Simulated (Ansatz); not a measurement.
# Stack of 1T-PtSe2 under 1T-SnS2 , upper layer turned by 180° in a perpendicular field, part 2 of 2

Wanted: the out-of-plane response of the stack of 1T-PtSe2 under 1T-SnS2 , upper layer turned by 180°. A positive field points along +c.

Ansatz 0.2.0; plane-wave DFT, PBE-D3(BJ), Ansatz PAW.

So far. Step 2 (Relaxing the slab): The lattice constant a goes from 3.725 to 3.698 Å.

## (3) Single point, field 0, start network

A sawtooth potential applies the field, turning back in the middle of the vacuum. With the dipole correction the typed value is the field outside the slab. The induced dipole is small, so the SCF threshold is tight.

The cell differs from the one that the last finished run ended in (c 45.233 → 26.382 Å).

The input, input.yaml:

```yaml
crystal:
  lattice:
    - [3.6982432165, 0.0, 0.0]
    - [-1.8491216082, 3.2027725748, 0.0]
    - [0.0, 0.0, 26.3817160907]
  atoms:
    - { symbol: Se, position: [0.6666666667, 0.3333333333, 0.3411453587] }
    - { symbol: Pt, position: [0.0, 0.0, 0.3917973925] }
    - { symbol: Se, position: [0.3333333333, 0.6666666667, 0.4415776983] }
    - { symbol: S, position: [0.6666666667, 0.3333333333, 0.5473072963] }
    - { symbol: Sn, position: [0.3333333333, 0.6666666667, 0.6031731168] }
    - { symbol: S, position: [0.0, 0.0, 0.6588546413] }
kpoints:
  mp_grid: { grid: [12, 12, 1] }
  band_path:
    path: [[0, 0, 0], [0.5, 0, 0], [0.33333333, 0.33333333, 0], [0, 0, 0]]
    npoints: 16
hamiltonian:
  xc: pbe
  dispersion: d3bj
scf:
  occupations: { method: fermi_dirac, width: 0.02585 }
  convergence: { dr2_threshold: 1.0e-10 }
efield:
  axis: 3
  dipole_correction: true
  ramp_position: 0.97
  ramp_width: 0.06
  amplitude: 0
output:
  dos: { projected: true, e_range: [-6, 5] }
  write_potential: true
  write_density: true
  volumetric_format: npy
  elf: true
```

Launch:

```console
$ ansatz run input.yaml --threads 2 --pin off --max-ram 3072MiB --backend cpu --events-out ev --progress --plain --runs-dir out
```

What it wrote:

```text
[...]
Crystal: 6 atoms, lattice volume = 312.482 Å³
Basis set: ecut = 420 eV, 6113 PW (Γ)
Bands: 46, of which v1, the nominal top of the filled ones, is band 38 counted from 1 (37 counted from 0)
Symmetry: 6 space group operations
[...]
k-points: 19 of 144 (time reversal used)
[...]
SCF iter   1: F=—  HF=-31293.705542 eV  |F-HF|=—  |Δ(HF+E_count)|=         —  Δρ=1.96e-3  dr2=1.13e-1  ethr=1.77e-3  p=-0.036 e·Å  D=-2.10e-2 V/Å  ΔV_dip=0.55 eV  dr2_dipole=3.42e-2  V_vac-E_F(+/−)=5.57/5.01 eV  ⟨swp⟩=10.4  Hψ=4033  notcnv=0  defer=4
efield: sawtooth ramp at fractional position 0.9700 (set: `efield.ramp_position`, or a place that a band, a saddle search or an elastic batch's reference lends), width 0.0600; the density the first Hamiltonian is built on has a dipole p = -0.036 e·Å; the dipole correction subtracts the counter field D = -2.10e-2 V/Å, which shifts the + side's vacuum level by +0.55 eV against the − side's; the planar-averaged density in the ramp window peaks in size at 1.4e-5 e/Å³
[...]
SCF iter   2: F=—  HF=-31293.709596 eV  |F-HF|=—  |Δ(HF+E_count)|=   4.05e-3  Δρ=3.28e-3  dr2=3.23e-1  ethr=1.49e-4  p=0.039 e·Å  D=2.28e-2 V/Å  ΔV_dip=-0.60 eV  dr2_dipole=1.14e-1  V_vac-E_F(+/−)=5.19/5.79 eV  ⟨swp⟩=3.2  Hψ=1472  notcnv=0  defer=57
[...]
SCF iter  12: F=-31293.682350 eV  HF=-31293.682350 eV  |F-HF|=0.00e0  |Δ(HF+E_count)|=  1.09e-10  Δρ=4.89e-8  dr2=8.40e-12  ethr=1.00e-12  p=0.005 e·Å  D=2.94e-3 V/Å  ΔV_dip=-0.08 eV  dr2_dipole=4.03e-13  V_vac-E_F(+/−)=5.38/5.46 eV  ⟨swp⟩=12.8  Hψ=2682  notcnv=0
SCF 1 converged in 12 iterations: F = -31293.682350 eV  dr2 = 8.40e-12
[...]
NSCF: frozen V_eff on 49 k-points
efield: sawtooth ramp at fractional position 0.9700 (kept from the solve that this one continues, or follows in the run), width 0.0600; the density the first Hamiltonian is built on has a dipole p = 0.005 e·Å; the dipole correction subtracts the counter field D = 2.94e-3 V/Å, which shifts the + side's vacuum level by -0.08 eV against the − side's; the planar-averaged density in the ramp window peaks in size at 1.2e-5 e/Å³
WARN: The output density's exchange-correlation potential varies sharply where the density is thin. Do not read a vacuum level from v_tot or v_xc, or from such a field of the output density. On a cell that repeats whose density bears no net charge and no dipole along the vacuum's axis use v_es (v_loc + v_h of the components); under efield.dipole_correction with no amplitude use v_es + v_field, which holds any externa [...]
SCF converged after 12 iterations
Free energy (F): -31293.682350 eV
[...]
Internal energy: -31293.682030 eV  (E = F + TS)
E sigma→0 (E₀):  -31293.682190 eV
Entropy (-TS):   -0.000320 eV (-0.053 meV/atom)
Fermi energy:    0.926281 eV
Dipole field:    D = 0.002939 V/Å  (p = 0.005076 e·Å, saw-weighted, corrected)
Work function:   Φ+ = 5.3810 eV   Φ− = 5.4585 eV
Levels:          The Fermi level and band energies are counted from a zero that moves with the ramp; work functions are not
[...]
--- Band table (eV; the first three rows and the last of 19) ---
  k-point 0: bands = [... 34 lower, -0.5397, 0.2684, 0.7016, 0.7016, 2.0624, 3.2397, 3.6706, 3.6706, ... 4 higher]
  k-point 1: bands = [... 34 lower, -0.6028, 0.3805, 0.7073, 0.7192, 2.2685, 3.1889, 3.5555, 3.6303, ... 4 higher]
  k-point 2: bands = [... 34 lower, -0.5783, 0.4382, 0.6403, 0.7742, 2.1960, 2.5627, 3.3464, 4.1693, ... 4 higher]
  k-point 18: bands = [... 34 lower, -1.2394, -1.0550, -0.3118, -0.2466, 2.0180, 2.5864, 2.6564, 5.4561, ... 4 higher]
```

Run time: 29 s. Hardware: 2 threads of Intel Xeon at 2.70GHz, shared host; peak memory 0.84 GiB; 57 s of CPU time.

Read from the output:

- energy at zero smearing: -31293.6822 eV
- dipole along the normal: 0.005076 e·Å
- gap along the path: 0.2107 eV
- smallest direct gap along the path: 1.288 eV
- step between the vacuum levels: -0.07755 eV
- ionisation energy, upper face: 5.497 eV
- electron affinity, upper face: 5.287 eV
- ionisation energy, lower face: 5.575 eV
- gap, the smaller of path and mesh: 0.2107 eV

Running mean over a fixed 2.8 Å (it still follows the layers) of the planar mean; the ramp of the sawtooth is left out. Electron's electrostatic potential energy less the Fermi level against z:

| z (Å) | electron's electrostatic potential energy less the Fermi level (eV) |
| --- | --- |
| 3.5 | 5.46 |
| 4.0 | 5.46 |
| 4.5 | 5.46 |
| 5.0 | 5.46 |
| 5.5 | 5.45 |
| 6.0 | 5.41 |
| 6.5 | 5.24 |
| 7.0 | 4.55 |
| 7.5 | 3.20 |
| 8.0 | 1.56 |
| 8.5 | -0.727 |
| 9.0 | -3.76 |
| 9.5 | -6.46 |
| 10.0 | -7.56 |
| 10.5 | -7.66 |
| 11.0 | -7.07 |
| 11.5 | -4.87 |
| 12.0 | -1.92 |
| 12.5 | 0.0538 |
| 13.0 | 0.202 |
| 13.5 | -0.367 |
| 14.0 | -1.40 |
| 14.5 | -2.65 |
| 15.0 | -3.85 |
| 15.5 | -4.69 |
| 16.0 | -4.84 |
| 16.5 | -4.48 |
| 17.0 | -3.36 |
| 17.5 | -2.10 |
| 18.0 | -0.399 |
| 18.5 | 1.63 |
| 19.0 | 3.58 |
| 19.5 | 4.91 |
| 20.0 | 5.28 |
| 20.5 | 5.36 |
| 21.0 | 5.38 |
| 21.5 | 5.38 |
| 22.0 | 5.38 |
| 22.5 | 5.38 |
| 23.0 | 5.38 |

The density of states has structure finer than the step of the table below, so its rows give means over 0.25 eV. Peaks (eV: height): -5.370: 13.2, -5.120: 13.7, -4.950: 11.4, -2.530: 18.7, -2.470: 18.9, -2.170: 11.3, -1.950: 10.4.

Table of density of states by energy, zero at the Fermi level of the run, which the smearing sets inside the gap; means over each step:

| energy (eV) | density of states (states/eV a cell) |
| --- | --- |
| -5.75 | 2.14 |
| -5.50 | 4.24 |
| -5.25 | 6.62 |
| -5.00 | 7.66 |
| -4.75 | 3.36 |
| -4.50 | 4.14 |
| -4.25 | 4.17 |
| -4.00 | 5.44 |
| -3.75 | 6.28 |
| -3.50 | 5.72 |
| -3.25 | 4.86 |
| -3.00 | 2.36 |
| -2.75 | 2.30 |
| -2.50 | 10.3 |
| -2.25 | 5.70 |
| -2.00 | 6.92 |
| -1.75 | 5.89 |
| -1.50 | 5.25 |
| -1.25 | 2.32 |
| -1.00 | 2.94 |
| -0.75 | 2.75 |
| -0.50 | 3.65 |
| -0.25 | 3.38 |
| 0.00 | 0.0308 |
| 0.25 | 0.660 |
| 0.50 | 0.923 |
| 0.75 | 1.16 |
| 1.00 | 2.43 |
| 1.25 | 2.90 |
| 1.50 | 4.47 |
| 1.75 | 2.30 |

Projected DOS per atom over height of the atomic layer and energy from the Fermi level. Layers: Se Pt Se S Sn S from below.

Values in states/eV, 22 rows by 6 columns, each cell a mean:
```
1.14 1.01 1.12 0.09 0.10 0.07
0.96 0.95 1.07 0.22 0.29 0.20
0.22 0.20 0.17 0.63 0.82 0.65
0.04 0.04 0.02 0.35 0.47 0.36
0.01 0.01 0.00 0.24 0.32 0.24
0.05 0.02 0.07 0.06 0.07 0.06
1.21 0.44 1.23 0.10 0.02 0.06
1.23 0.71 1.03 0.09 0.01 0.06
0.88 0.80 0.85 0.14 0.01 0.10
1.07 0.96 0.94 0.44 0.02 0.44
0.53 0.67 0.45 2.15 0.07 2.42
0.63 1.13 0.49 1.95 0.13 2.05
0.68 4.43 0.76 0.94 0.16 1.08
0.09 0.55 0.10 0.53 0.21 0.50
0.27 1.89 0.31 1.00 0.40 0.94
0.60 2.08 0.59 0.99 0.58 0.95
0.97 1.90 0.72 0.66 0.46 0.71
0.50 1.17 0.55 0.65 0.46 0.67
0.60 1.08 0.59 0.41 0.31 0.43
1.32 3.63 1.41 0.53 0.38 0.40
0.65 1.73 0.87 0.77 0.66 0.65
0.44 0.73 0.54 0.07 0.05 0.04
```
Columns: height of the atomic layer (Å) from 9 to 17.4 (not evenly spaced); rows upwards: energy from the Fermi level (eV) from -5.96 to 2.05.

The electronic bands at the labelled points (eV, zero at the Fermi level of the run, which the smearing sets inside the gap):

| point | band 35 | band 36 | band 37 | band 38 | band 39 | band 40 | band 41 | band 42 |
| --- | --- | --- | --- | --- | --- | --- | --- | --- |
| Γ | -1.47 | -0.66 | -0.22 | -0.22 | 1.14 | 2.31 | 2.74 | 2.74 |
| halfway | -1.56 | -0.84 | -0.56 | -0.38 | 1.02 | 1.35 | 2.32 | 3.53 |
| M | -2.11 | -2.07 | -1.69 | -1.39 | 0.09 | 2.19 | 2.47 | 3.29 |
| halfway | -2.13 | -1.99 | -1.43 | -1.11 | 0.82 | 1.72 | 2.09 | 4.37 |
| K | -2.17 | -1.98 | -1.24 | -1.17 | 1.09 | 1.66 | 1.73 | 4.53 |
| halfway | -1.83 | -1.14 | -0.85 | -0.21 | 1.29 | 1.62 | 1.72 | 4.10 |
| Γ | -1.47 | -0.66 | -0.22 | -0.22 | 1.14 | 2.31 | 2.74 | 2.74 |

Electrostatic potential energy in the ca plane at fractional y = 0.000, with atoms of Pt and S within 0.2 Å of it. With pseudopotentials it is smooth inside the atoms' cores, unlike the true potential.

Ten even steps from '0' (-39 eV) to '9' (6 eV), each cell a mean:
```
99999999999840000589999999999998301058999999
99999999999972003799999999999988632479999999
99999999999887667889999999998888877899999999
99999999998888888888999998888777889999999999
99999999988788998878899998887667899999999999
99999999988888998888999998887767899999999999
99999999998888888888999999888878888999999999
99999999999985225899999999998888755689999999
99999999999850000689999999999998400169999999
99999999999830000489999999999997212048999999
```
Columns run along c (16.0 Å, from fractional 0.19 to 0.80 of the cell; values clipped at the 3rd and 97th percentile), rows up along a (3.7 Å). Atoms in or near the plane, at fractional coordinates: Pt at (0.39, 0.00), S at (0.66, 0.00).

ELF in the ca plane at fractional y = 0.000, with atoms of Pt and S within 0.2 Å of it. It is the smooth field of the valence electrons, not physical close to the nuclei.

Values, 6 rows by 16 columns, each cell a mean:
```
0.00 0.00 0.00 0.00 0.00 0.01 0.05 0.24 0.58 0.48 0.17 0.02 0.05 0.06 0.36 0.62
0.00 0.00 0.00 0.00 0.00 0.05 0.27 0.42 0.33 0.35 0.38 0.08 0.36 0.36 0.27 0.70
0.00 0.00 0.00 0.00 0.01 0.17 0.58 0.62 0.28 0.41 0.62 0.17 0.66 0.62 0.23 0.24
0.00 0.00 0.00 0.00 0.01 0.13 0.52 0.59 0.29 0.40 0.58 0.15 0.61 0.57 0.24 0.36
0.00 0.00 0.00 0.00 0.00 0.03 0.16 0.33 0.39 0.35 0.28 0.05 0.23 0.23 0.30 0.77
0.00 0.00 0.00 0.00 0.00 0.00 0.03 0.26 0.63 0.54 0.16 0.01 0.02 0.03 0.38 0.48
```
Columns run along c (16.0 Å, from fractional 0.06 to 0.67 of the cell), rows up along a (3.7 Å). Atoms in or near the plane, at fractional coordinates: Pt at (0.39, 0.00), S at (0.66, 0.00).

Valence density in the ca plane at fractional y = 0.000, with atoms of Pt and S within 0.2 Å of it. It is the smooth field of the valence electrons, not physical close to the nuclei.

Ten steps, logarithmic in the rise over the least value, from '0' (0 e/Å³) to '9' (11 e/Å³), each cell a mean:
```
00000000001258998521000000000123444542100000
00000000001246776321000000111123455432000000
00000000012233443322100011222222333321000000
00000000112322222322110112332222222110000000
00000000122322222332211123333332211000000000
00000000122322222332211122333322211100000000
00000000112233333322110112222222222210000000
00000000011235664321100001111122344421000000
00000000001247997421000000000123455542100000
00000000001268998521000000000123542543100000
```
Columns run along c (16.0 Å, from fractional 0.19 to 0.80 of the cell), rows up along a (3.7 Å). Atoms in or near the plane, at fractional coordinates: Pt at (0.39, 0.00), S at (0.66, 0.00).

The gap is 0.21 eV, with the valence edge 5.50 eV and the conduction edge 5.29 eV under the upper vacuum level. Spin-orbit coupling, left out in this run, matters for the bands of elements this heavy.

## (4) Atoms held, field 0.1 V/Å

input.yaml: that of step 3 with these lines changed.

```diff
@@ -26,7 +26,6 @@
   dipole_correction: true
-  ramp_position: 0.97
-  ramp_width: 0.06
-  amplitude: 0
+  ramp_position: 0.9526
+  ramp_width: 0.0891
+  amplitude: 0.1
 output:
-  dos: { projected: true, e_range: [-6, 5] }
   write_potential: true
@@ -34,2 +33 @@
   volumetric_format: npy
-  elf: true
```

What it wrote:

```text
[...]
Crystal: 6 atoms, lattice volume = 312.482 Å³
Basis set: ecut = 420 eV, 6113 PW (Γ)
Bands: 46, of which v1, the nominal top of the filled ones, is band 38 counted from 1 (37 counted from 0)
Symmetry: 6 space group operations
[...]
k-points: 19 of 144 (time reversal used)
[...]
k-point 0: bands = [... 34 lower, -0.5745, 0.2506, 0.6692, 0.6692, 2.0864, 3.2661, 3.6380, 3.6380, ... 4 higher]
  k-point 1: bands = [... 34 lower, -0.5750, 0.3487, 0.6749, 0.6953, 2.2927, 3.1571, 3.5229, 3.6569, ... 4 higher]
  k-point 2: bands = [... 34 lower, -0.5509, 0.3972, 0.6081, 0.7518, 2.1943, 2.5589, 3.3139, 4.1986, ... 4 higher]
  k-point 18: bands = [... 34 lower, -1.2184, -1.0274, -0.3409, -0.2800, 2.0232, 2.5558, 2.6434, 5.4739, ... 4 higher]
[key lines of the parts left out:]
SCF converged after 15 iterations
Free energy (F): -31293.686091 eV
Fermi energy:    0.928265 eV
Dipole field:    D = 0.040353 V/Å  (p = 0.069685 e·Å, saw-weighted, corrected)
```

The job ended after 32 s (2 threads; peak memory 0.75 GiB).

The dipole is 0.0697 e·Å, 0.0646 e·Å from its value without field, and the gap 0.260 eV.

## (5) Atoms held, field -0.1 V/Å

input.yaml: that of step 4 with these lines changed.

```diff
@@ -28,3 +28,3 @@
   ramp_width: 0.0891
-  amplitude: 0.1
+  amplitude: -0.1
 output:
```

What it wrote:

```text
[...]
Crystal: 6 atoms, lattice volume = 312.482 Å³
Basis set: ecut = 420 eV, 6113 PW (Γ)
Bands: 46, of which v1, the nominal top of the filled ones, is band 38 counted from 1 (37 counted from 0)
Symmetry: 6 space group operations
[...]
k-points: 19 of 144 (time reversal used)
[...]
k-point 0: bands = [... 34 lower, -0.5096, 0.2837, 0.7292, 0.7292, 2.0398, 3.2153, 3.6984, 3.6984, ... 4 higher]
  k-point 1: bands = [... 34 lower, -0.6284, 0.4082, 0.7348, 0.7396, 2.2456, 3.2162, 3.5834, 3.6057, ... 4 higher]
  k-point 2: bands = [... 34 lower, -0.6037, 0.4743, 0.6678, 0.7930, 2.1924, 2.5691, 3.3742, 4.1414, ... 4 higher]
  k-point 18: bands = [... 34 lower, -1.2595, -1.0801, -0.2873, -0.2175, 2.0099, 2.6126, 2.6693, 5.4381, ... 4 higher]
[key lines of the parts left out:]
SCF converged after 14 iterations
Free energy (F): -31293.685090 eV
Fermi energy:    0.923706 eV
Dipole field:    D = -0.034725 V/Å  (p = -0.059966 e·Å, saw-weighted, corrected)
```

Wall time 38 s (2 threads); peak memory 0.74 GiB; 75 s of CPU time.

The dipole is -0.0600 e·Å, -0.0650 e·Å from its value without field, and the gap 0.167 eV.

## (6) Response, atoms held

This step: plane-wave DFT, PBE-D3(BJ), Ansatz PAW; response to a field along the normal, atoms held (Ansatz 0.2.0).

The dipoles give the slope, and the difference of two potentials shows where the field is screened.

Numbers from this step:

```yaml
equivalent_conductor_thickness_p_eps_0ae: 9.903 Å
distance_between_the_outer_atoms: 8.382 Å
```

The dipole of the cell by applied field:

| applied field (V/Å) | dipole of the cell (e·Å) |
| --- | --- |
| -0.1000 | -0.0600 |
| 0.0000 | 0.00508 |
| 0.1000 | 0.0697 |

Local field over the applied field, running mean. From the potentials at -0.1 and 0.1 V/Å; running mean over 2.8 Å. Local field over applied field against z:

| z (Å) | local field over applied field |
| --- | --- |
| 5 | 0.993 |
| 6 | 0.950 |
| 7 | 0.770 |
| 8 | 0.458 |
| 9 | 0.161 |
| 10 | 0.0241 |
| 11 | 0.0340 |
| 12 | 0.119 |
| 13 | 0.166 |
| 14 | 0.133 |
| 15 | 0.0749 |
| 16 | 0.0518 |
| 17 | 0.138 |
| 18 | 0.387 |
| 19 | 0.712 |
| 20 | 0.934 |
| 21 | 0.992 |
| 22 | 0.999 |

Electrons, planar mean, per unit field. The induced electron density by z:

z (Å), induced electron density (e/Å³ per V/Å) and a bar from the least value:
```
      4.5    0.00001 ###############
      5.0    0.00003 ###############
      5.5    0.00008 ###############
      6.0    0.00021 ################
      6.5    0.00053 #################
      7.0    0.00124 #####################
      7.5    0.00251 ##########################
      8.0    0.00329 ##############################
      8.5    0.00178 #######################
      9.0    0.00108 ####################
      9.5    0.00042 #################
     10.0   -0.00022 ##############
     10.5   -0.00006 ###############
     11.0    0.00013 ################
     11.5   -0.00067 ############
     12.0   -0.00093 ###########
     12.5   -0.00106 ##########
     13.0   -0.00026 ##############
     13.5    0.00108 ####################
     14.0    0.00103 ####################
     14.5    0.00063 ##################
     15.0   -0.00019 ##############
     15.5   -0.00070 ############
     16.0    0.00026 ################
     16.5    0.00073 ##################
     17.0   -0.00072 ############
     17.5   -0.00126 #########
     18.0   -0.00286 ##
     18.5   -0.00326 
     19.0   -0.00178 #######
     19.5   -0.00072 ############
     20.0   -0.00026 ##############
     20.5   -0.00009 ###############
     21.0   -0.00003 ###############
     21.5   -0.00001 ###############
     22.0    0.00000 ###############
```

The smaller of the gaps on the path and on the k-mesh, counted as 0 under 0.03 eV. The gap by applied field:

| applied field (V/Å) | gap (eV) |
| --- | --- |
| -0.1000 | 0.167 |
| 0.0000 | 0.211 |
| 0.1000 | 0.26 |

By hand: between -0.1 and 0.1 V/Å the dipole changes by 0.1297 e·Å, a slope of 0.6483 e·Å²/V. A perfect conductor of thickness t has p = ε₀AEt, so t = 180.95 × 0.6483 / 11.845 = 9.90 Å (e/ε₀ = 180.95 V·Å, A in Å²).

The induced dipole is that of a conductor 9.90 Å thick.

## (7) Outcome

```
gap without field                          : 0.211 eV
ionisation energy, upper face              : 5.50 eV
electron affinity, upper face              : 5.29 eV
step between the vacuum levels             : -0.0776 eV
equivalent conductor thickness, atoms held : 9.90 Å
```

What this shows: The induced dipole equals that of a perfect conductor 9.90 Å thick, while the outer atoms lie 8.38 Å apart; an out-of-plane ε follows only once a thickness t is chosen, by 1 − 1/ε = 9.90 Å / t. The two faces differ: the vacuum level above lies 0.08 eV lower than the one below. The gap goes from 0.21 eV to 0.17 eV at -0.1 V/Å. Semilocal functionals give gaps that are too small, and excitons are not included. Spin-orbit coupling is left out, which matters for the bands of elements this heavy.

[Long decimals in the printed logs are rounded to 6 places.]

[Logs are printed without paths, hosts, clocks, repeated set-up lines and the standing remarks that a program may print on its own settings, such as how far it seeks lower states.]

[Hosts, paths, dates, database ids (printed as entryN), source tags and the programs' standing remarks are cut or masked in the printed files.]

[Maps of the electrostatic potential energy from Ansatz leave out the sawtooth potential of an applied field or a dipole correction, so their vacuum need not be flat; planar profiles and work functions include it.]

[The density of states shown here was stored with 400 of the rows of the run's finer table, so its peaks can read low, often by over a quarter, or be missed, and its means over a window can be off by a tenth or more.]
